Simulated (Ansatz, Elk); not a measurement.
# K2Mn: X-ray structure factors from the self-consistent density, part 2 of 2

The structure of K2Mn used here is made up (a known structure type with other elements) and was relaxed beforehand with PBEsol. The aim is the Fourier transform of its all-electron density, F(hkl), set beside the sum over free spherical atoms that refinements use.

Elk 11.2.3 (patched build); all-electron DFT.

So far: Set-up; Ground state and structure factors; The magnetisation density; The highest occupied states alone; Another try.

The structure was built from a prototype and need not be the compound's stable phase.

## 6. Another functional

Level of this step: DFT, LDA (Perdew-Wang), all-electron APW+lo, Dirac cores, scalar-relativistic bands, static density, ferromagnetic start (Elk).

The difference from free atoms is small, so it is set against the change that LDA (Perdew-Wang) makes.

The input, elk.in:

```
tasks
  0
  195
  196

xctype
  3

spinpol
  .true.

rgkmax
  7.0

gmaxvr
  14.0

lmaxo
  7

lmaxapw
  8

swidth
  0.002

tshift
  .false.

ramdisk
  .false.

hmaxvr
  5.5

maxscl
  120

epspot
  1e-06

reducebf
  0.8

sppath
  './'

avec
  -3.67343090735 3.67343090735 16.48099596920
  3.67343090735 -3.67343090735 16.48099596920
  3.67343090735 3.67343090735 -16.48099596920

atoms
  2
  'Mn.in'
  1
  -0.0000000000 -0.0000000000 0.0000000000   0.000000 0.000000 -0.225000
  'K.in'
  2
  0.3629147835 0.3629147835 -0.0000000000   0.000000 0.000000 0.000000
  0.6370852165 0.6370852165 -0.0000000000   0.000000 0.000000 0.000000

ngridk
  7 7 7
```

Launch:

```console
$ OMP_NUM_THREADS=4 elk
```

Numbers of over 12 decimals in the logs are rounded to 6 here.

Output:

```text
┌─────────────────────────┐
│ Elk code version 11.2.3 │
└─────────────────────────┘

All units are atomic (Hartree, Bohr, etc.)

┌─────────────────────────────────────────────────┐
│ Ground-state run starting from atomic densities │
└─────────────────────────────────────────────────┘

Lattice vectors :
  -3.673430907       3.673430907       16.48099597
   3.673430907      -3.673430907       16.48099597
   3.673430907       3.673430907      -16.48099597

Reciprocal lattice vectors :
  0.2264202559E-16  0.8552202921      0.1906191021
[...]
total in muffin-tins        :    58.58771262
 total calculated charge     :    63.00000144
 total charge                :    63.00000000
 error                       :   0.1437692831E-05

Moments :
 interstitial                :   0.3066493146
 muffin-tins
  species : 1 (Mn)
[...]
species : 2 (K)
   atom 1                    :  -0.6819394757E-02
   atom 2                    :  -0.6819394757E-02
 total in muffin-tins        :    4.183987079
 total moment                :    4.490636394

┌──────────────────────────────┐
│ Self-consistent loop stopped │
└──────────────────────────────┘

Wrote STATE.OUT
[key lines of the parts left out:]
total energy                :     -2357.6206422535
```

Wall time 2.2 min (4 threads of Arm Neoverse V1, shared host); peak memory 0.3 GiB; 7 min of CPU time.

Against the first run R = 0.06 %; the largest change is -0.038 at 008. The moment goes from 4.47 to 4.49 μB.

## 7. Basis size

The basis and the expansions that go with it are enlarged, to see whether the differences are converged.

elk.in, as its differences from that of step 6:

```diff
@@ -6,3 +6,3 @@
 xctype
-  3
+  20
 
@@ -12,12 +12,12 @@
 rgkmax
-  7.0
+  8.5
 
 gmaxvr
-  14.0
+  18.0
 
 lmaxo
-  7
+  9
 
 lmaxapw
-  8
+  10
```

Launch:

```console
$ OMP_NUM_THREADS=4 elk
```

Output:

```text
┌─────────────────────────┐
│ Elk code version 11.2.3 │
└─────────────────────────┘

All units are atomic (Hartree, Bohr, etc.)

┌─────────────────────────────────────────────────┐
│ Ground-state run starting from atomic densities │
└─────────────────────────────────────────────────┘

Lattice vectors :
  -3.673430907       3.673430907       16.48099597
   3.673430907      -3.673430907       16.48099597
   3.673430907       3.673430907      -16.48099597

Reciprocal lattice vectors :
  0.2264202559E-16  0.8552202921      0.1906191021
[...]
total in muffin-tins        :    58.60576608
 total calculated charge     :    62.99999953
 total charge                :    63.00000000
 error                       :   0.4707244656E-06

Moments :
 interstitial                :   0.2095269433
 muffin-tins
  species : 1 (Mn)
[...]
species : 2 (K)
   atom 1                    :  -0.9782076836E-02
   atom 2                    :  -0.9782076836E-02
 total in muffin-tins        :    4.240879001
 total moment                :    4.450405945

┌──────────────────────────────┐
│ Self-consistent loop stopped │
└──────────────────────────────┘

Wrote STATE.OUT
[key lines of the parts left out:]
total energy                :     -2362.8199774731
```

Wall time 7.8 min (4 threads); peak memory 0.91 GiB; 25 min of CPU time.

Against the first run R = 0.01 %; the largest change is +0.008 at 008. The moment goes from 4.47 to 4.45 μB.

## 8. Basis size

A smaller basis shows how fast F responds to it; the change is likely larger than the basis error of the first run, but doesn't show convergence.

elk.in, as its differences from that of step 7:

```diff
@@ -12,12 +12,12 @@
 rgkmax
-  8.5
+  5.5
 
 gmaxvr
-  18.0
+  14.0
 
 lmaxo
-  9
+  7
 
 lmaxapw
-  10
+  8
```

Launch:

```console
$ OMP_NUM_THREADS=4 elk
```

Output:

```text
┌─────────────────────────┐
│ Elk code version 11.2.3 │
└─────────────────────────┘

All units are atomic (Hartree, Bohr, etc.)

┌─────────────────────────────────────────────────┐
│ Ground-state run starting from atomic densities │
└─────────────────────────────────────────────────┘

Lattice vectors :
  -3.673430907       3.673430907       16.48099597
   3.673430907      -3.673430907       16.48099597
   3.673430907       3.673430907      -16.48099597

Reciprocal lattice vectors :
  0.2264202559E-16  0.8552202921      0.1906191021
[...]
total in muffin-tins        :    58.46676675
 total calculated charge     :    62.99998133
 total charge                :    63.00000000
 error                       :   0.1867354661E-04

Moments :
 interstitial                :   0.2798934426
 muffin-tins
  species : 1 (Mn)
[...]
species : 2 (K)
   atom 1                    :  -0.8171191838E-02
   atom 2                    :  -0.8171191838E-02
 total in muffin-tins        :    4.242347209
 total moment                :    4.522240651

┌──────────────────────────────┐
│ Self-consistent loop stopped │
└──────────────────────────────┘

Wrote STATE.OUT
[key lines of the parts left out:]
total energy                :     -2362.7167104008
```

Run time: 2.9 min. Hardware: 4 threads; peak memory 0.45 GiB; 9.3 min of CPU time.

Against the first run R = 0.06 %; the largest change is -0.053 at 110. The moment goes from 4.47 to 4.52 μB.

## 9. Settings against the effect

```
                              run  R against the first run (%)  R against neutral atoms, low angle (%)  wall time
                    PBE, rgkmax 7                         0.00                                    0.26    4.7 min
                LDA (Perdew-Wang)                         0.06                                    0.25    2.2 min
rgkmax 8.5 with larger expansions                         0.01                                    0.25    7.8 min
                       rgkmax 5.5                         0.06                                    0.28    2.9 min
```

## 10. Outcome

- R against neutral atoms, sin θ/λ < 0.3 Å⁻¹: 0.26 %
- R against neutral atoms, 0.3 to 0.70 Å⁻¹: 0.19 %
- magnetic form factor over free-ion ⟨j0⟩, 0.12 to 0.35 Å⁻¹: 0.92

Independent neutral atoms miss the calculated amplitudes by R = 0.26 % below 0.3 Å⁻¹ and 0.19 % from there to 0.70 Å⁻¹; by shells, 2.23 % below 0.15 Å⁻¹ (3 forms), 0.20 % 0.15 to 0.3 (16 forms), 0.14 % 0.3 to 0.45 (30 forms), 0.22 % above 0.45 (99 forms). Bonding, aspherical density and the tables' own atoms all enter these figures, and the runs don't part them. The largest change of an amplitude is +0.18 electrons, at 002. The magnetic order is that of the start. No other order was tried here, and an antiferromagnetic one would change or move the magnetic intensity. Between 0.12 and 0.35 Å⁻¹ the magnetic form factor is 0.92 times the free-ion one. The sphere holds 4.26 of the 4.47 μB; that share, the choice of ion, the size of the d shell and its asphericity all move this ratio. The window's part falls from 9.0 electrons at the origin to at most 0.81 between 0.45 and 0.70 Å⁻¹, where compact states inside the window still scatter. Below 0.3 Å⁻¹ the changes that finished (LDA (Perdew-Wang), rgkmax 8.5 with larger expansions and rgkmax 5.5) move F by R = 0.09 % at most, against the 0.26 % that separates it from free atoms. The magnetic factors move by R = 1.6 % (LDA (Perdew-Wang)), 0.2 % (rgkmax 8.5 with larger expansions) and 1.7 % (rgkmax 5.5). The k-mesh has no finished test. Part of the difference isn't bonding: the tables are fits to free atoms and ions calculated by other methods than this functional. Thermal motion, anomalous dispersion and extinction are left out.

[Logs are printed without paths, hosts, clocks, repeated set-up lines and the standing remarks that a program may print on its own settings, such as how far it seeks lower states.]

[Hosts, paths, dates, database ids (printed as entryN), source tags and the programs' standing remarks are cut or masked in the printed files.]
